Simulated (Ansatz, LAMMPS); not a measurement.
# Molecular dynamics of a frame of liquid 54SiO2-46MgO (mol %) from 1800 K, run at 900 K (61 atoms)

How do the atoms of a frame of liquid 54SiO2-46MgO (mol %) from 1800 K, run at 900 K (61 atoms) move, and what local order do they keep?

Method: Kohn-Sham DFT, revPBE, PAW (set soft_2), plane waves, in Ansatz 0.2.0.

### Step 1. Set-up

The cell holds 61 atoms: 13 Si, 11 Mg and 37 O. Its edges and angles: a = 9.545 Å, b = 9.545 Å, c = 9.545 Å, α = 90.0°, β = 90.0°, γ = 90.0°. 61 atoms (13 Si, 11 Mg, 37 O) placed at random at 2.48 g/cm³, melted at 4000 K for 10 ps at fixed volume with the Morse and Coulomb pair potential with partial charges (Pedone, Malavasi, Menziani, Cormack and Segre, J. Phys. Chem. B 110, 11780 (2006)). Snapshot at the end of a hold of 10 ps at 1800 K and zero pressure.

What the set-up can't give: The starting topology of bonds comes from the classical model. The cell was made at 1800 K but the dynamics is set to 900 K: the trajectory isn't one at 1800 K. Only the Γ point is sampled, in a cell whose shortest periodic width is 10 Å.

### Step 2. Single point at the start

The forces at the start show how far the geometry lies from a minimum of this functional.

Contents of input.yaml:

```yaml
crystal:
  lattice:
    - [9.54549, 0.0, 0.0]
    - [0.0, 9.54549, 0.0]
    - [0.0, 0.0, 9.54549]
  atoms:
    - { symbol: Si, position: [0.79013, 0.91674, 0.71965] }
    - { symbol: Si, position: [0.48276, 0.22589, 0.50117] }
    - { symbol: Si, position: [0.81597, 0.16125, 0.47771] }
    - { symbol: Si, position: [0.47719, 0.57956, 0.88851] }
    [... 51 atom lines left out ...]
    - { symbol: O, position: [0.67462, 0.90189, 0.13884] }
    - { symbol: O, position: [0.77765, 0.1784, 0.9926] }
    - { symbol: O, position: [0.41205, 0.8547, 0.58916] }
    - { symbol: O, position: [0.63546, 0.90963, 0.79549] }
    - { symbol: O, position: [0.46183, 0.15405, 0.9665] }
    - { symbol: O, position: [0.43236, 0.73658, 0.91574] }
kpoints:
  mp_grid: { grid: [1, 1, 1] }
hamiltonian:
  xc: revpbe
scf:
  occupations: { method: fermi_dirac, width: 0.078 }
output:
  forces: true
```

Run with:

```console
ansatz run input.yaml --threads 4 --pin off --max-ram 8192MiB --backend cpu --events-out ev --progress --plain --runs-dir out
```

It took 4.6 s on 4 threads of Arm Neoverse V2, shared host; peak memory 0.92 GiB; 16 s of CPU time.

Read from the output:

```yaml
free_energy: -50571.4456 eV
free_energy_per_atom: -829.0401 eV/atom
scf_cycles: 10
r_m_s_force_component: 2.489 eV/Å
longest_force: 13.34 eV/Å
fermi_energy: 4.619 eV
```

The r.m.s. force component of 2.5 eV/Å sets the starting point.

Neighbours are counted within 2.16 Å (O-Si), 2.68 Å (O-Mg).

Length of the force by element and coordination:

```csv
element,coordination,atoms,mean length of the force (eV/Å),spread,least,most
Mg,all,11,1.92,0.897,0.384,3.29
Mg,3,5,1.82,0.995,0.727,3.29
Mg,4,5,1.89,0.830,0.384,2.51
Mg,5,1,2.55,0,2.55,2.55
O,all,37,3.23,2.32,0.395,13.3
O,2,19,3.33,2.71,0.668,13.3
O,3,18,3.11,1.81,0.395,7.17
Si,all,13,5.77,2.29,3.07,12.0
```

### Step 3. Dynamics at 900 K

A Langevin thermostat couples each atom to a heat bath, at the price of damped dynamics. The time step is 1.0 fs.

Changes to input.yaml since step 2:

```diff
@@ -15 +15,8 @@
   forces: true
+md:
+  timestep: 1.0
+  n_steps: 696
+  ensemble: nvt_langevin
+  temperature: 900
+  initial_velocities: maxwell_boltzmann
+  seed: 1667
```

Run time: 34 min. Hardware: 4 threads; peak memory 0.98 GiB.

The program notes that it switched symmetry off.

The trajectory, sampled:

```
time (fs)  T (K)  potential (meV/atom)
      0.0    885                   0.0
     46.0   1150                 -84.6
     93.0   1306                -122.5
    139.0   1309                -136.9
    186.0   1013                -128.3
    232.0   1123                -161.4
    278.0    909                -126.5
    325.0    854                -142.6
    371.0    968                -151.1
    418.0    889                -157.2
    464.0    820                -162.7
    510.0    926                -167.1
    557.0   1025                -179.3
    603.0    915                -159.2
    650.0   1051                -170.4
    696.0   1174                -162.7
```

Mean square displacement from the first frame to the last: Si 0.23 Å², Mg 1.1 Å², O 0.41 Å².

The mean square displacement by time lag:

```csv
time lag (fs),Mg (Å²),O (Å²),Si (Å²)
1,1.1e-4,1.5e-4,9.1e-5
15,0.0216,0.0265,0.0153
29,0.0656,0.0655,0.0320
44,0.115,0.102,0.0420
58,0.153,0.125,0.0507
73,0.187,0.140,0.0605
87,0.216,0.153,0.0684
102,0.246,0.165,0.0736
116,0.270,0.175,0.0788
131,0.291,0.182,0.0829
145,0.309,0.188,0.0837
160,0.326,0.192,0.0836
174,0.341,0.194,0.0837
188,0.354,0.193,0.0825
203,0.367,0.192,0.0810
217,0.382,0.191,0.0805
232,0.397,0.196,0.0808
246,0.412,0.203,0.0817
261,0.428,0.211,0.0827
275,0.441,0.219,0.0822
290,0.454,0.225,0.0818
304,0.461,0.230,0.0841
319,0.468,0.234,0.0866
333,0.479,0.238,0.0887
348,0.499,0.244,0.0919
```

Over the second half of 696 fs the temperature averages 899 K with swings of 82 K r.m.s. From first frame to last Mg has the largest mean square displacement, 1.1 Å² at the end; the farthest move is 1.77 Å. The count of bonds goes from 94 in the first frame to 99 in the last, by one set of cutoffs: 4 pairs passed out of them and 9 came within. The run spans 0.70 ps, too short for its means to be equilibrium values.

### Step 4. Distances and neighbours late in the run

The g(r) is a mean over the second half; what follows it is taken at the last frame.

Bonds before and after, by the cutoffs listed below:

| pair | bonds before | bonds after | mean before (Å) | mean after (Å) | spread before (Å) | spread after (Å) |
| --- | --- | --- | --- | --- | --- | --- |
| O-Si | 52 | 52 | 1.658 | 1.657 | 0.120 | 0.071 |
| O-Mg | 42 | 47 | 2.148 | 2.150 | 0.249 | 0.223 |

Density 2.34 g/cm³, 14.26 Å³ an atom.

Mean of 14 frames. Pair distribution functions g(r), in bins of 0.2 Å:

```
r (Å)  total   O-O   O-Si  O-Mg  Si-Si  Si-Mg  Mg-Mg
 1.50   0.66  0.00   2.54  0.00   0.00   0.00   0.00
 1.70   2.71  0.00  10.38  0.12   0.00   0.00   0.00
 1.90   0.87  0.00   0.60  3.26   0.00   0.00   0.00
 2.10   0.74  0.00   0.01  3.36   0.00   0.00   0.00
 2.30   0.36  0.07   0.00  1.52   0.00   0.03   0.00
 2.50   0.70  1.55   0.00  0.47   0.00   0.11   0.64
 2.70   1.25  2.92   0.01  0.39   0.00   0.95   0.49
 2.90   0.83  1.62   0.04  0.36   0.50   1.04   1.39
 3.10   0.83  0.89   0.18  0.49   3.09   2.10   1.37
 3.30   0.94  0.91   0.37  0.68   2.55   2.62   1.43
 3.50   0.87  0.89   0.70  0.65   0.39   1.96   1.46
 3.70   0.93  0.83   1.34  0.77   0.23   0.76   1.32
 3.90   1.10  0.84   1.74  1.14   0.35   0.50   1.02
 4.10   1.17  0.79   1.89  1.30   0.54   0.52   1.03
 4.30   1.08  0.71   1.69  1.29   0.87   0.55   0.58
 4.50   1.05  0.79   1.16  1.45   0.93   0.88   0.91
 4.70   1.01  0.97   0.87  1.22   1.25   0.96   0.91
```

Bonds by pair of elements; cutoffs follow the first minimum of g(r), held within bounds set by covalent radii, and pairs that aren't listed don't count as bonded:

```
pair A-B  cutoff (Å)  bonds  mean length (Å)  spread (Å)  shortest (Å)  B about A  A about B
    O-Si        2.16     52             1.66       0.071          1.53       1.41          4
    O-Mg        2.75     47             2.15       0.223          1.82       1.27       4.27
```

How many atoms have how many bonded neighbours:

```csv
element,mean,2,3,4,5
Mg,4.27,0,0,8,3
O,2.68,15,20,1,1
Si,4,0,0,13,0
```

Bond angles, per cent of each kind in bins of 5°:

```csv
angle (°),O-Mg-O,O-Si-O,Mg-O-Si,Mg-O-Mg,Si-O-Si
65–70,2.6,0.0,0.0,3.6,0.0
70–75,7.7,0.0,0.0,7.1,0.0
75–80,5.1,0.0,0.0,3.6,0.0
80–85,5.1,0.0,8.5,21.4,0.0
85–90,10.3,1.3,2.1,7.1,0.0
90–95,9.0,3.9,6.4,7.1,0.0
95–100,3.9,15.4,2.1,10.7,0.0
100–105,9.0,15.4,2.1,0.0,0.0
105–110,7.7,17.9,8.5,7.1,0.0
110–115,5.1,15.4,10.6,3.6,0.0
115–120,5.1,15.4,6.4,3.6,0.0
120–125,3.9,11.5,17.0,10.7,6.2
125–130,7.7,3.9,8.5,3.6,0.0
130–135,3.9,0.0,6.4,3.6,12.5
135–140,1.3,0.0,4.3,0.0,0.0
140–145,2.6,0.0,4.3,3.6,6.2
145–150,2.6,0.0,2.1,0.0,31.2
150–155,2.6,0.0,4.3,3.6,18.8
155–160,0.0,0.0,4.3,0.0,18.8
160–165,1.3,0.0,0.0,0.0,6.2
165–170,1.3,0.0,2.1,0.0,0.0
170–175,1.3,0.0,0.0,0.0,0.0
175–180,1.3,0.0,0.0,0.0,0.0
```

Bond angles (no mean is given where the spread exceeds 20°):

```csv
angle,count,mean (°),spread (°)
O-Mg-O,78,-,-
O-Si-O,78,109,9.2
Mg-O-Si,47,-,-
Mg-O-Mg,28,-,-
Si-O-Si,16,148,10.7
```

Oxygen atoms by the number of network formers (Si, P, Ge, B, Al, As, Ga) bound to them:

| network formers bound to O | O atoms | per cent |
| --- | --- | --- |
| 0 | 1 | 2.7 |
| 1 | 20 | 54.1 |
| 2 | 16 | 43.2 |

Network units: each former by its oxygen neighbours and how many of them bridge to another former:

| former | O neighbours | bridging O | atoms |
| --- | --- | --- | --- |
| Si | 4 | 1 | 4 |
| Si | 4 | 2 | 1 |
| Si | 4 | 3 | 6 |
| Si | 4 | 4 | 2 |

Bond length by coordination (bonds to H left out):

```
element  coordination  atoms  mean bond length (Å)
     Mg             4      8                  2.16
     Mg             5      3                  2.13
      O             2     15                  1.68
      O             3     20                  1.95
      O             4      1                  2.04
      O             5      1                  2.40
```

Rings of the network by King's shortest-path rule, up to 12 atoms, one path for each pair of neighbours; H, halogens, alkali and alkaline-earth atoms are left out, and the last column divides by all other atoms, bonded or not:

```csv
ring size (atoms),rings,per network atom
8,1,0.02
12,1,0.02
```

First main peaks of g(r), for some of the pairs, lie near 2.7 Å (O-O), 1.6 Å (O-Si), 2.0 Å (O-Mg), 3.2 Å (Si-Si) and 3.4 Å (Si-Mg). Counting bonds as in the table, 73 % of Mg atoms have 4, 54 % of O atoms have 3 and all Si atoms have 4 bonded neighbours. 43 % of the oxygens bridge two formers (Si) and 54 % are non-bridging; 3 % join none. The commonest Si unit has 4 oxygens, 3 of them shared with other formers (6 of 13 atoms). Rings of 8 and 12 atoms are the most common (50 % each of those counted); sizes run from 8 to 12, where the search stops.

### Step 5. Single point at the last frame

The last frame is solved again with fuller output, to read the electronic structure of a thermally displaced geometry.

Contents of input.yaml:

```yaml
crystal:
  lattice:
    - [9.54549, 0.0, 0.0]
    - [0.0, 9.54549, 0.0]
    - [0.0, 0.0, 9.54549]
  atoms:
    - { symbol: Si, position: [0.82731, 0.92949, 0.77181] }
    - { symbol: Si, position: [0.48236, 0.28348, 0.5804] }
    - { symbol: Si, position: [0.8148, 0.16975, 0.53748] }
    - { symbol: Si, position: [0.43899, 0.57061, 0.93457] }
    [... 51 atom lines left out ...]
    - { symbol: O, position: [0.6163, 0.99164, 0.1666] }
    - { symbol: O, position: [0.86442, 0.18147, 0.98105] }
    - { symbol: O, position: [0.45779, 0.81325, 0.56553] }
    - { symbol: O, position: [0.66666, 0.97262, 0.81559] }
    - { symbol: O, position: [0.39117, 0.1761, 0.07953] }
    - { symbol: O, position: [0.41095, 0.72518, 0.96819] }
kpoints:
  mp_grid: { grid: [1, 1, 1] }
hamiltonian:
  xc: revpbe
scf:
  occupations: { method: fermi_dirac, width: 0.155 }
output:
  forces: true
  stress: true
  populations: true
  dos:
    method: { smearing: { sigma: 0.08 } }
    de: 0.1
    projected: { site_lists: { Mg: [Mg], O: [O], Si: [Si] } }
  eigenvalues: true
  write_density: true
  write_potential: true
  volumetric_format: npy
```

Wall time 6.8 s (4 threads); peak memory 0.95 GiB; 25 s of CPU time.

The run gave:

| Quantity | Value |
| --- | --- |
| free energy | -50581.3692 eV |
| free energy per atom | -829.2028 eV/atom |
| SCF cycles | 10 |
| pressure | -1.08 GPa |
| r.m.s. force component | 1.296 eV/Å |
| longest force | 6.434 eV/Å |
| Fermi energy | 4.962 eV |
| gap (highest filled to lowest empty level) | 2.527 eV |
| spilling of the projection | 0.011 |

Neighbours are counted within 2.16 Å (O-Si), 2.75 Å (O-Mg), the cutoffs taken from the dynamics.

Length of the force by element and coordination:

```
element  coordination  atoms  mean length of the force (eV/Å)  spread  least   most
     Mg           all     11                             1.11   0.606  0.370   2.32
     Mg             4      8                             1.19   0.692  0.370   2.32
     Mg             5      3                            0.911   0.123  0.739   1.01
      O           all     37                             1.70    1.11  0.141   5.31
      O             2     15                             1.68   0.841  0.310   3.68
      O             3     20                             1.72    1.30  0.141   5.31
      O             4      1                             2.29       0   2.29   2.29
      O             5      1                            0.997       0  0.997  0.997
     Si           all     13                             2.94    1.40   1.45   6.43
```

Löwdin charges by element and coordination (they lack the spilled electrons, 0.069 e an atom on average):

```csv
element,coordination,atoms,mean charge (e),spread,least,most
Mg,all,11,1.63,0.0207,1.60,1.67
Mg,4,8,1.63,0.0227,1.60,1.67
Mg,5,3,1.63,0.0141,1.61,1.65
O,all,37,-0.958,0.135,-1.33,-0.774
O,2,15,-0.858,0.0869,-1.02,-0.774
O,3,20,-1.01,0.0991,-1.11,-0.801
O,4,1,-1.14,0,-1.14,-1.14
O,5,1,-1.33,0,-1.33,-1.33
Si,all,13,1.67,0.0593,1.58,1.77
```

Density of states as counts of states in windows of 1 eV (from the Fermi level), total and the larger projections:

```
from (eV)  to (eV)  total   O p  Si p  Mg s
      -14      -12    0.0   0.0   0.0   0.0
      -12      -11    2.0   1.3   0.1   0.0
      -11      -10    3.9   2.6   0.2   0.0
      -10       -9    6.3   4.3   0.6   0.0
       -9       -8    9.8   7.0   1.3   0.1
       -8       -7   12.0   8.9   1.8   0.2
       -7       -6   21.4  16.8   2.3   0.8
       -6       -5   34.0  28.3   3.0   0.8
       -5       -4   42.5  38.7   1.6   0.6
       -4       -3   41.8  39.3   0.9   0.3
       -3       -2   39.9  38.3   0.5   0.2
       -2       -1    8.4   8.0   0.1   0.0
       -1        1    0.0   0.0   0.0   0.0
        1        2    2.0   0.1   0.0   1.1
        2        3    1.8   0.3   0.1   0.9
        3        4    9.4   1.3   1.2   3.3
        4        5   13.6   1.6   3.1   3.0
```

The curve was stored every 0.100 eV, coarse against its broadening of 0.08 eV, so these counts are rough.

Between -26 and -14 eV lie 74 more states.

The stored curve holds about 296 of the 384 electrons; the rest, give or take the few that broadening carries across the Fermi level, lie in deeper levels below its range.

The levels nearest the highest filled one (over half full), pooled over k-points and spins:

| level less the highest filled one (eV) | occupation |
| --- | --- |
| -0.869 | 2 |
| -0.761 | 2 |
| -0.725 | 2 |
| -0.592 | 2 |
| -0.157 | 2 |
| 0 | 2 |
| 2.53 | 0.001 |
| 4.18 | 0 |
| 4.38 | 0 |
| 4.53 | 0 |
| 4.68 | 0 |
| 5.09 | 0 |

Mean Löwdin charges: Mg +1.63, O -0.96, Si +1.67 e (they miss 1.1 % of the electrons, so they add up to more than the cell's charge). The largest share in the top eV of filled states is O p (98 % of the projected weight), and in the lowest eV of empty states Mg s (60 % of the projected weight).

### Step 6. Summary of results

| Quantity | Value |
| --- | --- |
| mean temperature, second half | 898.8 K |
| temperature swing, second half | 81.81 K |
| free energy per atom | -829.2028 eV/atom |
| pressure | -1.08 GPa |
| r.m.s. force component | 1.296 eV/Å |
| gap (highest filled to lowest empty level) | 2.527 eV |
| wall time of the 3 DFT runs | 34 min |

In words: Over the second half of 696 fs the temperature averages 899 K with swings of 82 K r.m.s. The count of bonds goes from 94 in the first frame to 99 in the last, by one set of cutoffs: 4 pairs passed out of them and 9 came within. The run spans 0.70 ps, too short for its means to be equilibrium values. Counting bonds as in the table, 73 % of Mg atoms have 4, 54 % of O atoms have 3 and all Si atoms have 4 bonded neighbours. 43 % of the oxygens bridge two formers (Si) and 54 % are non-bridging; 3 % join none. The highest filled and lowest empty levels differ by 2.53 eV (at Γ alone); a semilocal functional tends to put such gaps too low. In a disordered cell it changes from sample to sample and from frame to frame.

Caveats: The network of bonds at the start is that of the classical potential that made the cell; in DFT 4 of its 94 bonded pairs passed out of the cutoffs and 9 came within them. The stress is far from hydrostatic: its diagonal is -2.4, 0.9, -1.7 GPa, compression counted positive. The pressure of a single frame lacks the kinetic term, about 0.87 GPa here.

[Logs are printed without paths, hosts, clocks, repeated set-up lines and the standing remarks that a program may print on its own settings, such as how far it seeks lower states.]

[Hosts, paths, dates, database ids (printed as entryN), source tags and the programs' standing remarks are cut or masked in the printed files.]
